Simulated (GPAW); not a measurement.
A computed O K-edge spectrum of one site in a crystal of Ba, O and Ti, with its zero at a photon energy of about 524.2 eV (raw 533.1 eV, less 8.8 eV of added terms; LDA puts this hole about 4 eV below PBE, itself good to a few eV). Method: GPAW, LDA, full core hole (charged cell) in a small cell, dipole transitions, broadening that rises with energy.

Energy from the lowest empty level; intensity scaled to a mean of 1 over the first 20 eV:

| E (eV) | intensity |
| --- | --- |
| -2.0 | 0.00 |
| -1.5 | 0.00 |
| -1.0 | 0.00 |
| -0.5 | 0.01 |
| 0.0 | 0.07 |
| 0.5 | 0.37 |
| 1.0 | 0.98 |
| 1.5 | 1.24 |
| 2.0 | 0.80 |
| 2.5 | 0.61 |
| 3.0 | 0.83 |
| 3.5 | 0.81 |
| 4.0 | 0.86 |
| 4.5 | 1.22 |
| 5.0 | 1.53 |
| 5.5 | 1.53 |
| 6.0 | 1.43 |
| 6.5 | 1.52 |
| 7.0 | 1.48 |
| 7.5 | 1.14 |
| 8.0 | 0.70 |
| 8.5 | 0.39 |
| 9.0 | 0.29 |
| 9.5 | 0.35 |
| 10.0 | 0.50 |
| 10.5 | 0.75 |
| 11.0 | 1.06 |
| 11.5 | 1.37 |
| 12.0 | 1.59 |
| 12.5 | 1.66 |
| 13.0 | 1.58 |
| 13.5 | 1.43 |
| 14.0 | 1.32 |
| 14.5 | 1.26 |
| 15.0 | 1.23 |
| 15.5 | 1.16 |
| 16.0 | 1.05 |
| 16.5 | 0.94 |
| 17.0 | 0.86 |
| 17.5 | 0.82 |
| 18.0 | 0.80 |
| 18.5 | 0.76 |
| 19.0 | 0.69 |
| 19.5 | 0.61 |
| 20.0 | 0.53 |
| 20.5 | 0.46 |
| 21.0 | 0.43 |
| 21.5 | 0.41 |
| 22.0 | 0.42 |
| 22.5 | 0.44 |
| 23.0 | 0.45 |
| 23.5 | 0.46 |
| 24.0 | 0.47 |
| 24.5 | 0.49 |
| 25.0 | 0.51 |
| 25.5 | 0.54 |
| 26.0 | 0.58 |
| 26.5 | 0.62 |
| 27.0 | 0.66 |
| 27.5 | 0.71 |
| 28.0 | 0.77 |
| 28.5 | 0.82 |
| 29.0 | 0.87 |
| 29.5 | 0.92 |
| 30.0 | 0.97 |
| 30.5 | 1.01 |
| 31.0 | 1.05 |
| 31.5 | 1.08 |
| 32.0 | 1.10 |

The database entry behind the starting cell differs from later determinations by our own check (c/a about 0.6 % short), so it need not match the best structure at ambient conditions.

Question: Which coordination does this site have?

A K edge sees empty p states; the first features are O p mixed into the empty d states of the Ti neighbours, and the broad ones above probably into the cations' higher empty bands. It is atom 3 of BaTiO3 (P4mm), with 2 Ti at 2.00 Å (linear, site symmetry 2mm). Its main maxima below 24 eV lie at 1.4 eV (1.27), 3.2 eV (0.86), 5.2 eV (1.57), 6.7 eV (1.54) and 12.5 eV (1.66). A near-edge spectrum doesn't fix the structure by itself; it is matched against candidates. The crystal has 2 inequivalent O sites and not all are shown here, while a measurement adds them all. The holes are only 5.7 Å apart, so the shape is probably not converged with cell size; no larger cell was run here. The mesh is coarse (0.26 Å⁻¹ between points), so small maxima may be mesh ripples. The structure is a published determination, not relaxed.

[Hosts, paths, dates, database ids (printed as entryN), source tags and the programs' standing remarks are cut or masked in the printed files.]

[Lists of maxima count a maximum above −3 eV only where it reaches 4 % of the highest in the window and stands out from its surroundings by 2 % of it (1.5 % where it reaches 55 %); shoulders and weaker maxima are passed over, and of the rest the first, up to two pre-edge ones and the few strongest are named.]
